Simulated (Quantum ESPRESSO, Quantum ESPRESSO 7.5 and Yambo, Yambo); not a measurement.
**A GW chain in Yambo: BiOBr (P4/nmm)**

Aim: the G0W0 gap of BiOBr (P4/nmm) on PBEsol with spin-orbit coupling, step by step.

Method: PBEsol and many-body steps on it, plane waves, in Quantum ESPRESSO 7.5 and Yambo 5.3.0.

The database entry behind the starting cell differs from later determinations by our own check (0.1 to 0.3 % short, probably kX units), so it need not match the best structure at ambient conditions.

## Step 1: Starting point

The structure is tetragonal, space group P4/nmm (No. 129). The conventional cell has a = 3.916 Å, b = 3.916 Å, c = 8.077 Å, α = 90.00°, β = 90.00°, γ = 90.00°. Bi has 4 O at 2.32 Å and 4 Br at 3.18 Å nearest. Br has 4 Bi at 3.18 Å nearest. Nearest to O lie 4 Bi at 2.32 Å. Farther neighbours and most contacts between anions are not listed.

The cell and positions come from the Crystallography Open Database and are kept as given unless a step says otherwise.

## Step 2: Ground state

This step: Quantum ESPRESSO 7.5; DFT, PBEsol with spin-orbit coupling, plane waves, norm-conserving pseudopotentials.

The ground-state density comes first.

pw.in reads:

```
&control
  calculation = 'scf'
  prefix = 'x'
  outdir = 'o'
  pseudo_dir = 'pseudo'
/
&system
  ibrav = 0
  nat = 6
  ntyp = 3
  ecutwfc = 76.0
  nbnd = 106
  force_symmorphic = .true.
  noncolin = .true.
  lspinorb = .true.
/
&electrons
  conv_thr = 1e-10
  electron_maxstep = 80
  mixing_beta = 0.5
/
ATOMIC_SPECIES
  Bi 208.98 Bi.upf
  Br 79.904 Br.upf
  O 15.999 O.upf
CELL_PARAMETERS angstrom
  3.9160000000 0.0000000000 0.0000000000
  0.0000000000 3.9160000000 0.0000000000
  0.0000000000 0.0000000000 8.0770000000
ATOMIC_POSITIONS crystal
  Bi 0.0000000000 0.5000000000 0.1540000000
  Bi 0.5000000000 0.0000000000 0.8460000000
  Br 0.0000000000 0.5000000000 0.6530000000
  Br 0.5000000000 0.0000000000 0.3470000000
  O 0.0000000000 0.0000000000 0.0000000000
  O 0.5000000000 0.5000000000 0.0000000000
K_POINTS automatic
  6 6 4 0 0 0
```

Run with:

```console
> OMP_NUM_THREADS=1 mpirun -n 16 pw.x -nk 8 -in pw.in > pw.out
```

The program printed:

```text
Program PWSCF v.7.5 starts

     This program is part of the open-source Quantum ESPRESSO suite
     for quantum simulation of materials; please cite
         "P. Giannozzi et al., J. Phys.:Condens. Matter 21 395502 (2009);
         "P. Giannozzi et al., J. Phys.:Condens. Matter 29 465901 (2017);
         "P. Giannozzi et al., J. Chem. Phys. 152 154105 (2020);
     in publications or presentations arising from this work. More details at
     Message from routine setup:
     using ibrav=0 with symmetry is DISCOURAGED, use correct ibrav instead

     bravais-lattice index     =            0
     lattice parameter (alat)  =       7.4002  a.u.
     unit-cell volume          =     835.8571 (a.u.)^3
     number of atoms/cell      =            6
     number of atomic types    =            3
     number of electrons       =        92.00
     number of Kohn-Sham states=          106
     kinetic-energy cutoff     =      76.0000  Ry
     charge density cutoff     =     304.0000  Ry
     scf convergence threshold =      1.0E-10
     mixing beta               =       0.5000
     number of iterations used =            8  plain     mixing
     Exchange-correlation= PBESOL
                           (   1   4  10   8   0   0   0)
     Non magnetic calculation with spin-orbit

     celldm(1)=   7.400168  celldm(2)=   0.000000  celldm(3)=   0.000000
     celldm(4)=   0.000000  celldm(5)=   0.000000  celldm(6)=   0.000000

     crystal axes: (cart. coord. in units of alat)
               a(1) = (   1.000000   0.000000   0.000000 )
               a(2) = (   0.000000   1.000000   0.000000 )
               a(3) = (   0.000000   0.000000   2.062564 )

     reciprocal axes: (cart. coord. in units 2 pi/alat)
               b(1) = (  1.000000  0.000000  0.000000 )
               b(2) = (  0.000000  1.000000  0.000000 )
               b(3) = (  0.000000  0.000000  0.484833 )
     Pseudo is Norm-conserving + core correction, Zval = 23.0
     Generated using ONCVPSP code by D. R. Hamann
     Using radial grid of 1562 points, 10 beta functions with:
     Pseudo is Norm-conserving + core correction, Zval = 17.0
     Generated using ONCVPSP code by D. R. Hamann
     Using radial grid of 1110 points, 10 beta functions with:
     Pseudo is Norm-conserving + core correction, Zval =  6.0
     Generated using ONCVPSP code by D. R. Hamann
     Using radial grid of  936 points,  8 beta functions with:
     Bi               23.00   208.98000     Bi( 1.00)
     Br               17.00    79.90400     Br( 1.00)
     O                 6.00    15.99900     O ( 1.00)

      8 Sym. Ops. (no inversion) found

   Cartesian axes

     site n.     atom                  positions (alat units)
         1        Bi     tau(   1) = (   0.0000000   0.5000000   0.3176348  )
         2        Bi     tau(   2) = (   0.5000000   0.0000000   1.7449290  )
         3        Br     tau(   3) = (   0.0000000   0.5000000   1.3468542  )
         4        Br     tau(   4) = (   0.5000000   0.0000000   0.7157097  )
         5        O      tau(   5) = (   0.0000000   0.0000000   0.0000000  )
         6        O      tau(   6) = (   0.5000000   0.5000000   0.0000000  )

     number of k points=    30
                       cart. coord. in units 2pi/alat
        k(    1) = (   0.0000000   0.0000000   0.0000000), wk =   0.0069444
        k(    2) = (   0.0000000   0.0000000   0.1212084), wk =   0.0138889
        k(    3) = (   0.0000000   0.0000000  -0.2424167), wk =   0.0069444
        k(    4) = (   0.0000000   0.1666667   0.0000000), wk =   0.0277778
        k(    5) = (   0.0000000   0.1666667   0.1212084), wk =   0.0555556
        k(    6) = (   0.0000000   0.1666667  -0.2424167), wk =   0.0277778
        k(    7) = (   0.0000000   0.3333333   0.0000000), wk =   0.0277778
        k(    8) = (   0.0000000   0.3333333   0.1212084), wk =   0.0555556
        k(    9) = (   0.0000000   0.3333333  -0.2424167), wk =   0.0277778
        k(   10) = (   0.0000000  -0.5000000   0.0000000), wk =   0.0138889
     [... 18 further rows ...]
        k(   29) = (  -0.5000000  -0.5000000   0.1212084), wk =   0.0138889
        k(   30) = (  -0.5000000  -0.5000000  -0.2424167), wk =   0.0069444

     Dense  grid:    74789 G-vectors     FFT dimensions: (  45,  45,  90)

     Initial potential from superposition of free atoms

     starting charge      91.9980, renormalised to      92.0000
     Starting wfcs are  104 randomized atomic wfcs +    2 random wfcs

     per-process dynamical memory:   131.1 Mb

     Self-consistent Calculation

     iteration #  1     ecut=    76.00 Ry     beta= 0.50

     total energy              =   -1536.23366355 Ry
     estimated scf accuracy    <       1.13246008 Ry

     iteration #  2     ecut=    76.00 Ry     beta= 0.50

     total energy              =   -1536.32188499 Ry
     estimated scf accuracy    <       1.86009599 Ry

     iteration #  3     ecut=    76.00 Ry     beta= 0.50

     total energy              =   -1536.66773429 Ry
     estimated scf accuracy    <       0.23964865 Ry

     iteration #  4     ecut=    76.00 Ry     beta= 0.50

     total energy              =   -1536.69326180 Ry
     estimated scf accuracy    <       0.01032020 Ry

     iteration #  5     ecut=    76.00 Ry     beta= 0.50

     total energy              =   -1536.69511906 Ry
     estimated scf accuracy    <       0.00428817 Ry

     iteration #  6     ecut=    76.00 Ry     beta= 0.50

     total energy              =   -1536.69557662 Ry
     estimated scf accuracy    <       0.00006844 Ry

     iteration #  7     ecut=    76.00 Ry     beta= 0.50

     total energy              =   -1536.69559521 Ry
     estimated scf accuracy    <       0.00000670 Ry

     iteration #  8     ecut=    76.00 Ry     beta= 0.50

     total energy              =   -1536.69559638 Ry
     estimated scf accuracy    <       0.00000034 Ry

     iteration #  9     ecut=    76.00 Ry     beta= 0.50

     total energy              =   -1536.69559644 Ry
     estimated scf accuracy    <       0.00000004 Ry

     iteration # 10     ecut=    76.00 Ry     beta= 0.50

     total energy              =   -1536.69559645 Ry
     estimated scf accuracy    <       0.00000001 Ry

     iteration # 11     ecut=    76.00 Ry     beta= 0.50

     total energy              =   -1536.69559645 Ry
     estimated scf accuracy    <          2.7E-09 Ry

     iteration # 12     ecut=    76.00 Ry     beta= 0.50

     total energy              =   -1536.69559645 Ry
     estimated scf accuracy    <          1.5E-10 Ry

     iteration # 13     ecut=    76.00 Ry     beta= 0.50

     End of self-consistent calculation

          k = 0.0000 0.0000 0.0000 (  9399 PWs)   bands (ev):

  -142.2674-142.2674-142.2674-142.2674 -98.8781 -98.8781 -98.8780 -98.8780
   -74.1556 -74.1556 -74.1553 -74.1553 -74.1476 -74.1476 -74.1474 -74.1474
   -50.2358 -50.2358 -50.2358 -50.2358 -50.2124 -50.2124 -50.2124 -50.2124
   -49.1557 -49.1557 -49.1557 -49.1557 -49.1357 -49.1357 -49.1356 -49.1356
   -49.1257 -49.1257 -49.1257 -49.1257 -13.8811 -13.8811 -13.8515 -13.8515
   -13.8415 -13.8415 -13.8273 -13.8273 -11.0496 -11.0496 -10.8967 -10.8967
   -10.8630 -10.8630 -10.8508 -10.8508 -10.8487 -10.8487 -10.8017 -10.8017
    -9.0219  -9.0219  -6.4375  -6.4375  -4.0579  -4.0579  -3.8294  -3.8294
     0.1378   0.1378   2.4618   2.4618   4.5089   4.5089   4.9714   4.9714
     7.3882   7.3882   7.5938   7.5938   7.8253   7.8253   7.8690   7.8690
     8.3932   8.3932   8.4536   8.4536   8.5934   8.5934   8.7228   8.7228
[...]
16.9105  17.6621

          k = 0.0000 0.0000 0.1212 (  9362 PWs)   bands (ev):

  -142.2673-142.2673-142.2673-142.2673 -98.8781 -98.8781 -98.8780 -98.8780
[...]
16.9624  16.9624

          k = 0.0000 0.0000-0.2424 (  9314 PWs)   bands (ev):

  -142.2673-142.2673-142.2672-142.2672 -98.8781 -98.8781 -98.8780 -98.8780
[...]
0.1264   0.1264   2.4120   2.4120   4.5191   4.5191   4.9808   4.9808
     7.3022   7.3022   7.5935   7.5935   7.6576   7.6576   7.8411   7.8411
     8.2321   8.2321   8.4961   8.4961   8.6820   8.6820   8.8575   8.8575
     9.3189   9.3189   9.5622   9.5622  11.4709  11.4709  11.5476  11.5476
    13.9234  13.9234  15.1089  15.1089  15.5093  15.5093  16.7462  16.7462
    17.0089  17.0089

          k = 0.0000 0.1667 0.0000 (  9367 PWs)   bands (ev):

     [... further k-points ...]

     highest occupied, lowest unoccupied level (ev):     9.6360   11.4709

!    total energy              =   -1536.69559645 Ry
     estimated scf accuracy    <          1.1E-11 Ry

     The total energy is the sum of the following terms:
     one-electron contribution =    -923.07205958 Ry
     hartree contribution      =     458.83712199 Ry
     xc contribution           =    -246.84321212 Ry
     ewald contribution        =    -825.61744674 Ry

     convergence has been achieved in  13 iterations

     XML data file, charge density, pseudopotentials, collected wavefunctions

=------------------------------------------------------------------------------=
   JOB DONE.
=------------------------------------------------------------------------------=
```

Wall time 2.5 min (16 MPI ranks of Arm Neoverse V2, shared host); peak memory 3.6 GiB; 36 min of CPU time.

This step gave:

```yaml
total_energy: -20907.8087 eV
gap: 1.835 eV
k_of_the_valence_top: 0, 0.3333, -0.5
k_of_the_conduction_bottom: 0, 0, -0.5
least_direct_gap: 1.909 eV
```

The gap is indirect, with the least direct gap 0.07 eV higher.

## Step 3: Bands along the symmetry lines

Levels along a band path, at the cheap level, show where the edges lie and whether the meshes to come will hold them.

pw.in reads:

```
&control
  calculation = 'bands'
  prefix = 'x'
  outdir = 'o'
  pseudo_dir = 'pseudo'
/
&system
  ibrav = 0
  nat = 6
  ntyp = 3
  ecutwfc = 76.0
  nbnd = 104
  force_symmorphic = .true.
  noncolin = .true.
  lspinorb = .true.
/
&electrons
  conv_thr = 1e-9
  electron_maxstep = 80
  diago_full_acc = .true.
  diago_thr_init = 5e-6
/
ATOMIC_SPECIES
  Bi 208.98 Bi.upf
  Br 79.904 Br.upf
  O 15.999 O.upf
CELL_PARAMETERS angstrom
  3.9160000000 0.0000000000 0.0000000000
  0.0000000000 3.9160000000 0.0000000000
  0.0000000000 0.0000000000 8.0770000000
ATOMIC_POSITIONS crystal
  Bi 0.0000000000 0.5000000000 0.1540000000
  Bi 0.5000000000 0.0000000000 0.8460000000
  Br 0.0000000000 0.5000000000 0.6530000000
  Br 0.5000000000 0.0000000000 0.3470000000
  O 0.0000000000 0.0000000000 0.0000000000
  O 0.5000000000 0.5000000000 0.0000000000
K_POINTS crystal
  75
  0.00000000 0.00000000 0.00000000 1
  0.00000000 0.06250000 0.00000000 1
  0.00000000 0.12500000 0.00000000 1
  0.00000000 0.18750000 0.00000000 1
  0.00000000 0.25000000 0.00000000 1
  0.00000000 0.31250000 0.00000000 1
  0.00000000 0.37500000 0.00000000 1
  0.00000000 0.43750000 0.00000000 1
  0.00000000 0.50000000 0.00000000 1
  0.06250000 0.50000000 0.00000000 1
  0.12500000 0.50000000 0.00000000 1
  0.18750000 0.50000000 0.00000000 1
  0.25000000 0.50000000 0.00000000 1
  0.31250000 0.50000000 0.00000000 1
  0.37500000 0.50000000 0.00000000 1
  0.43750000 0.50000000 0.00000000 1
  0.50000000 0.50000000 0.00000000 1
  0.43750000 0.43750000 0.00000000 1
  0.37500000 0.37500000 0.00000000 1
  0.31250000 0.31250000 0.00000000 1
  0.25000000 0.25000000 0.00000000 1
  0.18750000 0.18750000 0.00000000 1
  0.12500000 0.12500000 0.00000000 1
  0.06250000 0.06250000 0.00000000 1
  0.00000000 0.00000000 0.00000000 1
  0.00000000 0.00000000 0.06250000 1
  0.00000000 0.00000000 0.12500000 1
  0.00000000 0.00000000 0.18750000 1
  0.00000000 0.00000000 0.25000000 1
  0.00000000 0.00000000 0.31250000 1
  0.00000000 0.00000000 0.37500000 1
  0.00000000 0.00000000 0.43750000 1
  0.00000000 0.00000000 0.50000000 1
  0.00000000 0.06250000 0.50000000 1
  0.00000000 0.12500000 0.50000000 1
  0.00000000 0.18750000 0.50000000 1
  0.00000000 0.25000000 0.50000000 1
  0.00000000 0.31250000 0.50000000 1
  0.00000000 0.37500000 0.50000000 1
  0.00000000 0.43750000 0.50000000 1
  0.00000000 0.50000000 0.50000000 1
  0.06250000 0.50000000 0.50000000 1
  0.12500000 0.50000000 0.50000000 1
  0.18750000 0.50000000 0.50000000 1
  0.25000000 0.50000000 0.50000000 1
  0.31250000 0.50000000 0.50000000 1
  0.37500000 0.50000000 0.50000000 1
  0.43750000 0.50000000 0.50000000 1
  0.50000000 0.50000000 0.50000000 1
  0.43750000 0.43750000 0.50000000 1
  0.37500000 0.37500000 0.50000000 1
  0.31250000 0.31250000 0.50000000 1
  0.25000000 0.25000000 0.50000000 1
  0.18750000 0.18750000 0.50000000 1
  0.12500000 0.12500000 0.50000000 1
  0.06250000 0.06250000 0.50000000 1
  0.00000000 0.00000000 0.50000000 1
  0.00000000 0.50000000 0.00000000 1
  0.00000000 0.50000000 0.06250000 1
  0.00000000 0.50000000 0.12500000 1
  0.00000000 0.50000000 0.18750000 1
  0.00000000 0.50000000 0.25000000 1
  0.00000000 0.50000000 0.31250000 1
  0.00000000 0.50000000 0.37500000 1
  0.00000000 0.50000000 0.43750000 1
  0.00000000 0.50000000 0.50000000 1
  0.50000000 0.50000000 0.00000000 1
  0.50000000 0.50000000 0.06250000 1
  0.50000000 0.50000000 0.12500000 1
  0.50000000 0.50000000 0.18750000 1
  0.50000000 0.50000000 0.25000000 1
  0.50000000 0.50000000 0.31250000 1
  0.50000000 0.50000000 0.37500000 1
  0.50000000 0.50000000 0.43750000 1
  0.50000000 0.50000000 0.50000000 1
```

Run with:

```console
> OMP_NUM_THREADS=1 mpirun -n 16 pw.x -nk 16 -in pw.in > pw.out
```

The program printed:

```text
[banner, memory and clock lines left out]
Program PWSCF v.7.5 starts

     Atomic positions and unit cell read from directory:
     o/x.save/

     Message from routine setup:
     using ibrav=0 with symmetry is DISCOURAGED, use correct ibrav instead

     G-vector sticks info

     bravais-lattice index     =            0
     lattice parameter (alat)  =       7.4002  a.u.
     unit-cell volume          =     835.8571 (a.u.)^3
     number of atoms/cell      =            6
     number of atomic types    =            3
     number of electrons       =        92.00
     number of Kohn-Sham states=          104
     kinetic-energy cutoff     =      76.0000  Ry
     charge density cutoff     =     304.0000  Ry
     Exchange-correlation= PBESOL
                           (   1   4  10   8   0   0   0)
     Non magnetic calculation with spin-orbit

     celldm(1)=   7.400168  celldm(2)=   0.000000  celldm(3)=   0.000000
     celldm(4)=   0.000000  celldm(5)=   0.000000  celldm(6)=   0.000000

     crystal axes: (cart. coord. in units of alat)
               a(1) = (   1.000000   0.000000   0.000000 )
               a(2) = (   0.000000   1.000000   0.000000 )
               a(3) = (   0.000000   0.000000   2.062564 )

     reciprocal axes: (cart. coord. in units 2 pi/alat)
               b(1) = (  1.000000  0.000000  0.000000 )
               b(2) = (  0.000000  1.000000  0.000000 )
               b(3) = (  0.000000  0.000000  0.484833 )
     Pseudo is Norm-conserving + core correction, Zval = 23.0
     Generated using ONCVPSP code by D. R. Hamann
     Using radial grid of 1562 points, 10 beta functions with:
     Pseudo is Norm-conserving + core correction, Zval = 17.0
     Generated using ONCVPSP code by D. R. Hamann
     Using radial grid of 1110 points, 10 beta functions with:
     Pseudo is Norm-conserving + core correction, Zval =  6.0
     Generated using ONCVPSP code by D. R. Hamann
     Using radial grid of  936 points,  8 beta functions with:
     Bi               23.00   208.98000     Bi( 1.00)
     Br               17.00    79.90400     Br( 1.00)
     O                 6.00    15.99900     O ( 1.00)

      8 Sym. Ops. (no inversion) found

   Cartesian axes

     site n.     atom                  positions (alat units)
         1        Bi     tau(   1) = (   0.0000000   0.5000000   0.3176348  )
         2        Bi     tau(   2) = (   0.5000000   0.0000000   1.7449290  )
         3        Br     tau(   3) = (   0.0000000   0.5000000   1.3468542  )
         4        Br     tau(   4) = (   0.5000000   0.0000000   0.7157097  )
         5        O      tau(   5) = (   0.0000000   0.0000000   0.0000000  )
         6        O      tau(   6) = (   0.5000000   0.5000000   0.0000000  )

     number of k points=    75
                       cart. coord. in units 2pi/alat
        k(    1) = (   0.0000000   0.0000000   0.0000000), wk =   0.0133333
        k(    2) = (   0.0000000   0.0625000   0.0000000), wk =   0.0133333
        k(    3) = (   0.0000000   0.1250000   0.0000000), wk =   0.0133333
[...]
[... 63 further rows ...]
        k(   74) = (   0.5000000   0.5000000   0.2121146), wk =   0.0133333
        k(   75) = (   0.5000000   0.5000000   0.2424167), wk =   0.0133333

     Dense  grid:    74789 G-vectors     FFT dimensions: (  45,  45,  90)

     The potential is recalculated from file :
     o/x.save/charge-density

     Starting wfcs are  104 randomized atomic wfcs

     Band Structure Calculation

     End of band structure calculation

          k = 0.0000 0.0000 0.0000 (  9399 PWs)   bands (ev):

  -142.2673-142.2673-142.2673-142.2673 -98.8781 -98.8781 -98.8780 -98.8780
   -74.1556 -74.1556 -74.1552 -74.1552 -74.1476 -74.1476 -74.1473 -74.1473
   -50.2358 -50.2358 -50.2358 -50.2358 -50.2124 -50.2124 -50.2124 -50.2124
   -49.1557 -49.1557 -49.1557 -49.1557 -49.1357 -49.1357 -49.1356 -49.1356
[...]
k = 0.0000 0.0625 0.0000 (  9399 PWs)   bands (ev):

  -142.2674-142.2674-142.2673-142.2673 -98.8781 -98.8781 -98.8780 -98.8780
[...]
k = 0.0000 0.1250 0.0000 (  9359 PWs)   bands (ev):

  -142.2673-142.2673-142.2673-142.2673 -98.8781 -98.8781 -98.8780 -98.8780
[...]
k = 0.5000 0.5000 0.2121 (  9348 PWs)   bands (ev):

  -142.2673-142.2673-142.2673-142.2673 -98.8781 -98.8781 -98.8781 -98.8781
[...]
k = 0.5000 0.5000 0.2424 (  9400 PWs)   bands (ev):

  -142.2674-142.2674-142.2674-142.2674 -98.8781 -98.8781 -98.8781 -98.8781
[...]
8.5245   8.5245   8.5245   8.5245  13.0927  13.0927  13.0927  13.0927
    14.9297  14.9297  14.9297  14.9297  15.5489  15.5489  15.5489  15.5489

     XML data file, pseudopotentials, collected wavefunctions
```

Elapsed: 89 s, on 16 MPI ranks; peak memory 4.1 GiB.

Numbers from this step:

```yaml
gap: 1.771 eV
k_of_the_valence_top: 0, 0.375, 0.5
k_of_the_conduction_bottom: 0, 0, 0.375
least_direct_gap: 1.909 eV
```

The gap is 1.771 eV, −0.064 eV from the run before at this level.

Electronic bands along the path, in eV, zero at the top of the highest filled band:

```
    point  band 89  band 90  band 91  band 92  band 93  band 94  band 95  band 96
        Γ    -0.66    -0.66    -0.60    -0.60     1.95     1.95     2.45     2.45
  halfway    -0.35    -0.35    -0.14    -0.14     2.78     2.78     3.29     3.29
        X    -0.15    -0.15    -0.15    -0.15     3.36     3.36     3.36     3.36
  halfway    -0.92    -0.92    -0.91    -0.91     3.06     3.06     3.68     3.68
        M    -0.82    -0.82    -0.82    -0.82     2.87     2.87     2.87     2.87
  halfway    -0.42    -0.42    -0.33    -0.33     2.65     2.65     3.78     3.78
        Γ    -0.66    -0.66    -0.60    -0.60     1.95     1.95     2.45     2.45
  halfway    -0.48    -0.48    -0.36    -0.36     1.83     1.83     2.21     2.21
        Z    -0.36    -0.36    -0.12    -0.12     1.79     1.79     1.86     1.86
  halfway    -0.39    -0.39    -0.22    -0.22     2.88     2.88     3.12     3.12
        R    -0.12    -0.12    -0.12    -0.12     3.29     3.29     3.29     3.29
  halfway    -0.62    -0.62    -0.48    -0.48     2.84     2.84     3.47     3.47
        A    -1.16    -1.16    -1.16    -1.16     3.41     3.41     3.41     3.41
  halfway    -0.40    -0.40    -0.29    -0.29     2.41     2.41     3.96     3.96
        Z    -0.36    -0.36    -0.12    -0.12     1.79     1.79     1.86     1.86
jump to X    -0.15    -0.15    -0.15    -0.15     3.36     3.36     3.36     3.36
  halfway    -0.14    -0.14    -0.14    -0.14     3.33     3.33     3.33     3.33
        R    -0.12    -0.12    -0.12    -0.12     3.29     3.29     3.29     3.29
jump to M    -0.82    -0.82    -0.82    -0.82     2.87     2.87     2.87     2.87
  halfway    -0.99    -0.99    -0.99    -0.99     3.13     3.13     3.13     3.13
        A    -1.16    -1.16    -1.16    -1.16     3.41     3.41     3.41     3.41
```

[end of part 1 of 3]

[Paths, hosts, dates, memory and timing lines, banners, echoed tables and standing remarks are left out of the program output.]

[Logs are printed without paths, hosts, clocks, repeated set-up lines and the standing remarks that a program may print on its own settings, such as how far it seeks lower states.]

[Runs of the session that timed out or met a known fault of the program may be left out.]

[Hosts, paths, dates, database ids (printed as entryN), source tags and the programs' standing remarks are cut or masked in the printed files.]
